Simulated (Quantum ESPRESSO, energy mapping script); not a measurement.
# CoO: J from the energies of magnetic orders

Wanted: the magnetic order of CoO, its couplings and an estimate of its ordering temperature, by PBE+U (1.75 eV), QE, GBRV.

Calculated with Quantum ESPRESSO 7.5; PBE with U = 1.75 eV on Co d, ortho-atomic projectors; plane waves, U on orthogonalised atomic orbitals unless named otherwise, collinear spin, no spin–orbit coupling.

Experimental background.

For CoO, rock salt (literature value), “On the Elastic Anisotropy of the Entropy-Stabilized Oxide (Mg, Co, Ni, Cu, Zn)O” (2020, arxiv:2004.06613) quotes earlier work: ordering temperature (Neel temperature) 291 K [literature value quoted in the paper's theory part].

This is a report of a sequence of runs, with most program output left out.

### Step 1. The starting structure

Symmetry: Fm-3m, No. 225, cubic system. The conventional cell has a = 4.263 Å, b = 4.263 Å, c = 4.263 Å, α = 90.00°, β = 90.00°, γ = 90.00°. Nearest to Co lie 6 O at 2.13 Å. Nearest to O lie 6 Co at 2.13 Å. Farther neighbours and most contacts between anions are not listed.

The U corrects the self-interaction that lets semilocal functionals spread d and f electrons too far. Its value here is typed, not computed. These runs use Quantum ESPRESSO.

### Step 2. Parallel start in cell A (4 atoms)

Each cell gets its own parallel run on the same mesh, so that most of the mesh error cancels in the differences.

The potential files are GBRV's for PBE; pw.x takes the functional from them.

File pw.in:

```
&control
  calculation = 'scf'
  prefix = 'pw'
  outdir = './tmp/'
  pseudo_dir = './pseudo/'
  verbosity = 'low'
/
&system
  ibrav = 0
  nat = 4
  ntyp = 2
  ecutwfc = 45
  ecutrho = 360
  nbnd = 38
  occupations = 'smearing'
  smearing = 'fd'
  degauss = 0.00367493
  nspin = 2
  starting_magnetization(1) = 0.1765
/
&electrons
  conv_thr = 1.0e-08
  electron_maxstep = 120
  mixing_beta = 0.3
  mixing_mode = 'plain'
/
ATOMIC_SPECIES
  Co 58.9332 Co.upf
  O 15.9990 O.upf
CELL_PARAMETERS angstrom
  0.00000000 -2.13150000 -2.13150000
  0.00000000 2.13150000 -2.13150000
  4.26300000 0.00000000 0.00000000
ATOMIC_POSITIONS crystal
  Co 0.50000000 0.50000000 0.50000000
  Co 0.00000000 0.00000000 0.00000000
  O 0.50000000 0.50000000 0.00000000
  O 0.00000000 0.00000000 0.50000000
K_POINTS automatic
  10 10 7 0 0 0
HUBBARD {ortho-atomic}
U Co-3d 1.75
```

Launch:

```console
$ OMP_NUM_THREADS=1 mpirun -n 8 pw.x -nk 8 -in pw.in > pw.out
```

It took 29 s on 8 MPI ranks of Arm Neoverse V1, shared host; peak memory 0.77 GiB.

Spin moment in the sphere by atom:

| atom | spin moment in the sphere (μB) |
| --- | --- |
| Co1 | 2.59 |
| Co2 | 2.59 |
| O3 | 0.31 |
| O4 | 0.31 |

The run ends ferromagnetic.

### Step 3. Compensated +− start in cell A (4 atoms)

This order reverses 8 of the 12 neighbours at 3.01 Å, 0 of the 6 neighbours at 4.26 Å and 16 of the 24 neighbours at 5.22 Å, counted for an average magnetic atom.

Edit pw.in of step 2 so:

```diff
@@ -10,6 +10,6 @@
   nat = 4
-  ntyp = 2
+  ntyp = 3
   ecutwfc = 45
   ecutrho = 360
-  nbnd = 38
+  nbnd = 35
   occupations = 'smearing'
@@ -19,2 +19,3 @@
   starting_magnetization(1) = 0.1765
+  starting_magnetization(2) = -0.1765
 /
@@ -27,3 +28,4 @@
 ATOMIC_SPECIES
-  Co 58.9332 Co.upf
+  Co1 58.9332 Co.upf
+  Co2 58.9332 Co.upf
   O 15.9990 O.upf
@@ -34,4 +36,4 @@
 ATOMIC_POSITIONS crystal
-  Co 0.50000000 0.50000000 0.50000000
-  Co 0.00000000 0.00000000 0.00000000
+  Co1 0.50000000 0.50000000 0.50000000
+  Co2 0.00000000 0.00000000 0.00000000
   O 0.50000000 0.50000000 0.00000000
@@ -41,2 +43,3 @@
 HUBBARD {ortho-atomic}
-U Co-3d 1.75
+U Co1-3d 1.75
+U Co2-3d 1.75
```

Elapsed: 44 s, on 8 MPI ranks; peak memory 0.79 GiB.

Spin moment in the sphere by atom:

| atom | spin moment in the sphere (μB) |
| --- | --- |
| Co1 | 2.40 |
| Co2 | -2.40 |
| O3 | -0.06 |
| O4 | 0.06 |

The run ends antiferromagnetic, 81.32 meV a magnetic atom above the parallel order of its cell (energies taken at zero occupation width, not the printed F).

### Step 4. Parallel start in cell B (4 atoms)

The parallel order again, as the reference for this cell.

This run holds the same structure in another cell (c 4.263 → 5.221 Å, α 90.0 → 73.2°, β 90.0 → 73.2°, γ 90.0 → 60.0°).

File pw.in:

```
&control
  calculation = 'scf'
  prefix = 'pw'
  outdir = './tmp/'
  pseudo_dir = './pseudo/'
  verbosity = 'low'
/
&system
  ibrav = 0
  nat = 4
  ntyp = 2
  ecutwfc = 45
  ecutrho = 360
  nbnd = 38
  occupations = 'smearing'
  smearing = 'fd'
  degauss = 0.00367493
  nspin = 2
  starting_magnetization(1) = 0.1765
/
&electrons
  conv_thr = 1.0e-08
  electron_maxstep = 120
  mixing_beta = 0.3
  mixing_mode = 'plain'
/
ATOMIC_SPECIES
  Co 58.9332 Co.upf
  O 15.9990 O.upf
CELL_PARAMETERS angstrom
  0.00000000 -2.13150000 -2.13150000
  -2.13150000 0.00000000 -2.13150000
  2.13150000 2.13150000 -4.26300000
ATOMIC_POSITIONS crystal
  Co 0.50000000 0.50000000 0.50000000
  Co 0.00000000 0.00000000 0.00000000
  O 0.75000000 0.75000000 0.75000000
  O 0.25000000 0.25000000 0.25000000
K_POINTS automatic
  11 11 11 0 0 0
HUBBARD {ortho-atomic}
U Co-3d 1.75
```

The job ended after 54 s (8 MPI ranks; peak memory 0.92 GiB).

The run ends ferromagnetic. For each magnetic atom its energy differs from the parallel run of the first cell by 0.06 meV, an error that one common reference would have brought in.

### Step 5. Compensated +− start in cell B (4 atoms)

This order reverses 6 of the 12 neighbours at 3.01 Å, 6 of the 6 neighbours at 4.26 Å and 12 of the 24 neighbours at 5.22 Å, counted for an average magnetic atom.

Edit pw.in of step 4 so:

```diff
@@ -10,6 +10,6 @@
   nat = 4
-  ntyp = 2
+  ntyp = 3
   ecutwfc = 45
   ecutrho = 360
-  nbnd = 38
+  nbnd = 35
   occupations = 'smearing'
@@ -19,2 +19,3 @@
   starting_magnetization(1) = 0.1765
+  starting_magnetization(2) = -0.1765
 /
@@ -27,3 +28,4 @@
 ATOMIC_SPECIES
-  Co 58.9332 Co.upf
+  Co1 58.9332 Co.upf
+  Co2 58.9332 Co.upf
   O 15.9990 O.upf
@@ -34,4 +36,4 @@
 ATOMIC_POSITIONS crystal
-  Co 0.50000000 0.50000000 0.50000000
-  Co 0.00000000 0.00000000 0.00000000
+  Co1 0.50000000 0.50000000 0.50000000
+  Co2 0.00000000 0.00000000 0.00000000
   O 0.75000000 0.75000000 0.75000000
@@ -41,2 +43,3 @@
 HUBBARD {ortho-atomic}
-U Co-3d 1.75
+U Co1-3d 1.75
+U Co2-3d 1.75
```

It took 47 s on 8 MPI ranks; peak memory 0.93 GiB.

The run ends antiferromagnetic, 72.82 meV a magnetic atom below the parallel order of its cell (energies taken at zero occupation width, not the printed F).

### Step 6. Run 5 (parallel; cell C, 6 atoms)

A new cell needs its own zero of energy.

File pw.in:

```
&control
  calculation = 'scf'
  prefix = 'pw'
  outdir = './tmp/'
  pseudo_dir = './pseudo/'
  verbosity = 'low'
/
&system
  ibrav = 0
  nat = 6
  ntyp = 2
  ecutwfc = 45
  ecutrho = 360
  nbnd = 55
  occupations = 'smearing'
  smearing = 'fd'
  degauss = 0.00367493
  nspin = 2
  starting_magnetization(1) = 0.1765
/
&electrons
  conv_thr = 1.5e-08
  electron_maxstep = 120
  mixing_beta = 0.3
  mixing_mode = 'plain'
/
ATOMIC_SPECIES
  Co 58.9332 Co.upf
  O 15.9990 O.upf
CELL_PARAMETERS angstrom
  0.00000000 -2.13150000 -2.13150000
  -4.26300000 0.00000000 0.00000000
  2.13150000 4.26300000 -2.13150000
ATOMIC_POSITIONS crystal
  Co 0.66666667 0.66666667 0.33333333
  Co 0.33333333 0.33333333 0.66666667
  Co 0.00000000 0.00000000 0.00000000
  O 0.66666667 0.16666667 0.33333333
  O 0.33333333 0.83333333 0.66666667
  O 0.00000000 0.50000000 0.00000000
K_POINTS automatic
  10 10 10 0 0 0
HUBBARD {ortho-atomic}
U Co-3d 1.75
```

Run time: 5.7 min. Hardware: 8 MPI ranks; peak memory 1.5 GiB; 46 min of CPU time.

The run ends ferromagnetic. For each magnetic atom its energy differs from the parallel run of the first cell by 0.12 meV, an error that one common reference would have brought in.

### Step 7. Run 6 (uncompensated ++−; cell C, 6 atoms)

This order reverses 6.67 of the 12 neighbours at 3.01 Å, 2.67 of the 6 neighbours at 4.26 Å and 8 of the 24 neighbours at 5.22 Å, counted for an average magnetic atom.

Edit pw.in of step 6 so:

```diff
@@ -10,6 +10,6 @@
   nat = 6
-  ntyp = 2
+  ntyp = 3
   ecutwfc = 45
   ecutrho = 360
-  nbnd = 55
+  nbnd = 52
   occupations = 'smearing'
@@ -19,2 +19,3 @@
   starting_magnetization(1) = 0.1765
+  starting_magnetization(2) = -0.1765
 /
@@ -27,3 +28,4 @@
 ATOMIC_SPECIES
-  Co 58.9332 Co.upf
+  Co1 58.9332 Co.upf
+  Co2 58.9332 Co.upf
   O 15.9990 O.upf
@@ -34,5 +36,5 @@
 ATOMIC_POSITIONS crystal
-  Co 0.66666667 0.66666667 0.33333333
-  Co 0.33333333 0.33333333 0.66666667
-  Co 0.00000000 0.00000000 0.00000000
+  Co1 0.66666667 0.66666667 0.33333333
+  Co1 0.33333333 0.33333333 0.66666667
+  Co2 0.00000000 0.00000000 0.00000000
   O 0.66666667 0.16666667 0.33333333
@@ -43,2 +45,3 @@
 HUBBARD {ortho-atomic}
-U Co-3d 1.75
+U Co1-3d 1.75
+U Co2-3d 1.75
```

It took 3 min on 8 MPI ranks; peak memory 1.5 GiB; 24 min of CPU time.

The run ends ferrimagnetic, 21.11 meV a magnetic atom below the parallel order of its cell (energies taken at zero occupation width, not the printed F).

### Step 8. Order 7: parallel, cell D of 6 atoms

This run holds the same structure in another cell (b 4.263 → 3.014 Å, c 5.221 → 6.740 Å, α 114.1 → 102.9°, β 106.8 → 102.9°).

File pw.in:

```
&control
  calculation = 'scf'
  prefix = 'pw'
  outdir = './tmp/'
  pseudo_dir = './pseudo/'
  verbosity = 'low'
/
&system
  ibrav = 0
  nat = 6
  ntyp = 2
  ecutwfc = 45
  ecutrho = 360
  nbnd = 55
  occupations = 'smearing'
  smearing = 'fd'
  degauss = 0.00367493
  nspin = 2
  starting_magnetization(1) = 0.1765
/
&electrons
  conv_thr = 1.5e-08
  electron_maxstep = 120
  mixing_beta = 0.3
  mixing_mode = 'plain'
/
ATOMIC_SPECIES
  Co 58.9332 Co.upf
  O 15.9990 O.upf
CELL_PARAMETERS angstrom
  0.00000000 2.13150000 2.13150000
  0.00000000 2.13150000 -2.13150000
  -6.39450000 -2.13150000 0.00000000
ATOMIC_POSITIONS crystal
  Co 0.00000000 0.00000000 0.00000000
  Co 0.33333333 0.33333333 0.66666667
  Co 0.66666667 0.66666667 0.33333333
  O 0.83333333 0.83333333 0.66666667
  O 0.16666667 0.16666667 0.33333333
  O 0.50000000 0.50000000 0.00000000
K_POINTS automatic
  10 10 10 0 0 0
HUBBARD {ortho-atomic}
U Co-3d 1.75
```

Wall time 91 s (8 MPI ranks); peak memory 1.2 GiB.

The run ends ferromagnetic. For each magnetic atom its energy differs from the parallel run of the first cell by 0.17 meV, an error that one common reference would have brought in.

### Step 9. Order 8: uncompensated ++−, cell D of 6 atoms

This order reverses 5.33 of the 12 neighbours at 3.01 Å, 1.33 of the 6 neighbours at 4.26 Å and 16 of the 24 neighbours at 5.22 Å, counted for an average magnetic atom.

Edit pw.in of step 8 so:

```diff
@@ -10,6 +10,6 @@
   nat = 6
-  ntyp = 2
+  ntyp = 3
   ecutwfc = 45
   ecutrho = 360
-  nbnd = 55
+  nbnd = 52
   occupations = 'smearing'
@@ -19,2 +19,3 @@
   starting_magnetization(1) = 0.1765
+  starting_magnetization(2) = -0.1765
 /
@@ -27,3 +28,4 @@
 ATOMIC_SPECIES
-  Co 58.9332 Co.upf
+  Co1 58.9332 Co.upf
+  Co2 58.9332 Co.upf
   O 15.9990 O.upf
@@ -34,5 +36,5 @@
 ATOMIC_POSITIONS crystal
-  Co 0.00000000 0.00000000 0.00000000
-  Co 0.33333333 0.33333333 0.66666667
-  Co 0.66666667 0.66666667 0.33333333
+  Co1 0.00000000 0.00000000 0.00000000
+  Co1 0.33333333 0.33333333 0.66666667
+  Co2 0.66666667 0.66666667 0.33333333
   O 0.83333333 0.83333333 0.66666667
@@ -43,2 +45,3 @@
 HUBBARD {ortho-atomic}
-U Co-3d 1.75
+U Co1-3d 1.75
+U Co2-3d 1.75
```

Elapsed: 2.6 min, on 8 MPI ranks; peak memory 1.2 GiB.

The run ends ferrimagnetic, 29.72 meV a magnetic atom above the parallel order of its cell (energies taken at zero occupation width, not the printed F).

### Step 10. Parallel start in cell E (6 atoms)

This run holds the same structure in another cell (c 6.740 → 7.384 Å, α 102.9 → 90.0°, β 102.9 → 90.0°, γ 90.0 → 120.0°).

File pw.in:

```
&control
  calculation = 'scf'
  prefix = 'pw'
  outdir = './tmp/'
  pseudo_dir = './pseudo/'
  verbosity = 'low'
/
&system
  ibrav = 0
  nat = 6
  ntyp = 2
  ecutwfc = 45
  ecutrho = 360
  nbnd = 55
  occupations = 'smearing'
  smearing = 'fd'
  degauss = 0.00367493
  nspin = 2
  starting_magnetization(1) = 0.1765
/
&electrons
  conv_thr = 1.5e-08
  electron_maxstep = 120
  mixing_beta = 0.3
  mixing_mode = 'plain'
/
ATOMIC_SPECIES
  Co 58.9332 Co.upf
  O 15.9990 O.upf
CELL_PARAMETERS angstrom
  0.00000000 2.13150000 2.13150000
  -2.13150000 0.00000000 -2.13150000
  -4.26300000 -4.26300000 4.26300000
ATOMIC_POSITIONS crystal
  Co 0.00000000 0.00000000 0.00000000
  Co 0.33333333 0.66666667 0.66666667
  Co 0.66666667 0.33333333 0.33333333
  O 0.66666667 0.33333333 0.83333333
  O 0.00000000 0.00000000 0.50000000
  O 0.33333333 0.66666667 0.16666667
K_POINTS automatic
  11 11 4 0 0 0
HUBBARD {ortho-atomic}
U Co-3d 1.75
```

Wall time 48 s (8 MPI ranks); peak memory 1 GiB; 6.4 min of CPU time.

The run ends ferromagnetic. For each magnetic atom its energy differs from the parallel run of the first cell by 0.02 meV, an error that one common reference would have brought in.

### Step 11. Order 10: uncompensated ++−, cell E of 6 atoms

This order reverses 4 of the 12 neighbours at 3.01 Å, 4 of the 6 neighbours at 4.26 Å and 12 of the 24 neighbours at 5.22 Å, counted for an average magnetic atom.

Edit pw.in of step 10 so:

```diff
@@ -10,6 +10,6 @@
   nat = 6
-  ntyp = 2
+  ntyp = 3
   ecutwfc = 45
   ecutrho = 360
-  nbnd = 55
+  nbnd = 52
   occupations = 'smearing'
@@ -19,2 +19,3 @@
   starting_magnetization(1) = 0.1765
+  starting_magnetization(2) = -0.1765
 /
@@ -27,3 +28,4 @@
 ATOMIC_SPECIES
-  Co 58.9332 Co.upf
+  Co1 58.9332 Co.upf
+  Co2 58.9332 Co.upf
   O 15.9990 O.upf
@@ -34,5 +36,5 @@
 ATOMIC_POSITIONS crystal
-  Co 0.00000000 0.00000000 0.00000000
-  Co 0.33333333 0.66666667 0.66666667
-  Co 0.66666667 0.33333333 0.33333333
+  Co1 0.00000000 0.00000000 0.00000000
+  Co1 0.33333333 0.66666667 0.66666667
+  Co2 0.66666667 0.33333333 0.33333333
   O 0.66666667 0.33333333 0.83333333
@@ -43,2 +45,3 @@
 HUBBARD {ortho-atomic}
-U Co-3d 1.75
+U Co1-3d 1.75
+U Co2-3d 1.75
```

Run time: 65 s. Hardware: 8 MPI ranks; peak memory 1.1 GiB; 8.7 min of CPU time.

The run ends ferrimagnetic, 53.02 meV a magnetic atom below the parallel order of its cell (energies taken at zero occupation width, not the printed F).

### Step 12. From energies to couplings

Each energy difference is a sum of couplings weighted by the pairs that the order reverses. A few near shells are fitted to the differences by least squares. Energies are those extrapolated to zero occupation width, not the free energies F.

The orders side by side; each is measured from the parallel order in the same cell and on the same mesh:

| order | atoms | energy (meV a magnetic atom) | moments (μB) | moments kept as typed | opposed neighbours at 3.01, 4.26, 5.22 Å |
| --- | --- | --- | --- | --- | --- |
| parallel in cell A | 4 | 0.00 | 2.59 | yes | 0, 0, 0 |
| compensated +− in cell A | 4 | 81.32 | 2.40 | yes | 8, 0, 16 |
| parallel in cell B | 4 | 0.00 | 2.59 | yes | 0, 0, 0 |
| compensated +− in cell B | 4 | -72.82 | 2.50 | yes | 6, 6, 12 |
| parallel in cell C | 6 | 0.00 | 2.59 | yes | 0, 0, 0 |
| uncompensated ++− in cell C | 6 | -21.11 | 2.51 | yes | 6.67, 2.67, 8 |
| parallel in cell D | 6 | 0.00 | 2.59 | yes | 0, 0, 0 |
| uncompensated ++− in cell D | 6 | 29.72 | 2.43 to 2.51 | yes | 5.33, 1.33, 16 |
| parallel in cell E | 6 | 0.00 | 2.59 | yes | 0, 0, 0 |
| uncompensated ++− in cell E | 6 | -53.02 | 2.48 to 2.54 | yes | 4, 4, 12 |

The Heisenberg fit (each pair counts twice, positive J is ferromagnetic):

| pair | distance (Å) | neighbours | J (meV) |
| --- | --- | --- | --- |
| Co–Co | 3.01 | 12 | 2.57 |
| Co–Co | 4.26 | 6 | -11.4 |
| Co–Co | 5.22 | 24 | 1.31 |
| Co–Co | 6.03 | 12 | -1.15 |

These orders cannot tell some unfitted shells from fitted ones: the value at 3.01 Å holds J(3.01) + 4 J(7.98); other unfitted shells add to the values wholly or in part.

Adding the shell at 6.74 Å gives 3.0, -11, 1.4, -1.2 and -0.35 meV and a mean-field temperature of 402 K, an exact solve that tests nothing.

In mean field these couplings order at 424 K, at q = (0.50, 0.50, 0.50) in fractions of the conventional cell's reciprocal vectors, and give a Curie–Weiss temperature of -156 K.

### Step 13. Ordering temperature by Monte Carlo

Mean field ignores fluctuations and overstates the ordering temperature, so the model is also sampled. The heat capacity peaks where order sets in.

Classical unit spins with these couplings on 8×8×4 copies of a cell that holds the lowest order (512 spins), heat-bath sweeps, cooled from random directions, 831 sweeps to settle and 2493 measured at each temperature, averaged over 8 runs.

| T (K) | order along the lowest pattern | net moment | heat capacity (k_B a spin) |
| --- | --- | --- | --- |
| 50.9 | 0.50 | 0.01 | 1.05 |
| 87.0 | 0.38 | 0.01 | 1.05 |
| 141 | 0.37 | 0.02 | 1.17 |
| 177 | 0.37 | 0.02 | 1.34 |
| 213 | 0.31 | 0.02 | 1.56 |
| 268 | 0.23 | 0.03 | 1.87 |
| 304 | 0.17 | 0.03 | 1.30 |
| 340 | 0.12 | 0.03 | 0.78 |
| 376 | 0.10 | 0.03 | 0.50 |
| 430 | 0.08 | 0.03 | 0.34 |
| 466 | 0.08 | 0.03 | 0.28 |

The smoothed heat capacity peaks at 260 K. The order column follows one pattern alone; equivalent domains or another pattern share the rest.

### Step 14. What came out

```yaml
lowest_order_tried: compensated +− in cell B
largest_fitted_value_a_combination_of_shells_co_co_at_4p26_a: -11.4 meV
ordering_temperature_mean_field: 424 K
heat_capacity_peak_monte_carlo: 260 K
```

In words: Of the orders tried, CoO prefers the order “compensated +− in cell B” under PBE+U (1.75 eV), QE, GBRV, with 6 of 12 neighbours at 3.01 Å, 6 of 6 neighbours at 4.26 Å and 12 of 24 neighbours at 5.22 Å opposed, and the heat capacity of the fitted model peaks near 260 K (Monte Carlo, classical spins). The largest fitted coupling is the Co–Co pair at 4.26 Å, antiferromagnetic at -11 meV, across a ligand at about 180°. The orders also reverse pairs at 6.74 Å, which are not fitted, so the fitted values hold their part too. With 5 differences for 4 couplings the fit misses by 4.3 meV at most, which is not small: farther shells, terms beyond the Heisenberg form or the mesh can cause that. In the fitted orders moments change by up to 7.3 % against the parallel run of the same cell, so the mapping is rough. Every order is gapless on its mesh at this level. In a metal exchange reaches farther, and a short model of fixed moments is less apt; where the compound is in fact an insulator, these couplings come from a wrongly metallic state. Monte Carlo puts the peak at 0.61 of the mean-field temperature, since mean field leaves out fluctuations. In tests on simple cubic and body-centred models such peaks lay 5 to 6 % under the bulk value. On cooling, the order along the one computed pattern stays at or under 0.50: the model settles in an equivalent domain, a degenerate mixture or another order. The parallel order holds 3 μB a magnetic atom, spin 1.5; the common factor (S+1)/S would raise the classical 260 K to 433 K, a correction that often overshoots. The classical value and the one scaled by (S+1)/S differ by a factor of 1.7, so closeness of either to the measured temperature is partly a matter of convention.

Computed beside measured:

| quantity | measured | PBE+U (1.75 eV), QE, GBRV, Monte Carlo | PBE+U (1.75 eV), QE, GBRV, Monte Carlo × (S+1)/S |
| --- | --- | --- | --- |
| ordering temperature (spin model) (K) | 291 | 260 (-10.7 %) | 433 (+48.8 %) |

Measured values from arxiv:2004.06613 (2020).

Verdict: For the ordering temperature, of the levels listed nearest comes PBE+U (1.75 eV), QE, GBRV, Monte Carlo (-10.7 %, good agreement) and farthest PBE+U (1.75 eV), QE, GBRV, Monte Carlo × (S+1)/S (+48.8 %, a clear miss). A U picked for its result is no test. No cell relaxation is part of this session.

[Logs and program files are shortened in this print: banners, set-up blocks, solver, clock and traceback lines can be left out without a mark of their own.]

[Logs are printed without paths, hosts, clocks, repeated set-up lines and the standing remarks that a program may print on its own settings, such as how far it seeks lower states.]

[Hosts, paths, dates, database ids (printed as entryN), source tags and the programs' standing remarks are cut or masked in the printed files.]

[Where a cell is said to come from a database of computed structures, the database is the Materials Project.]
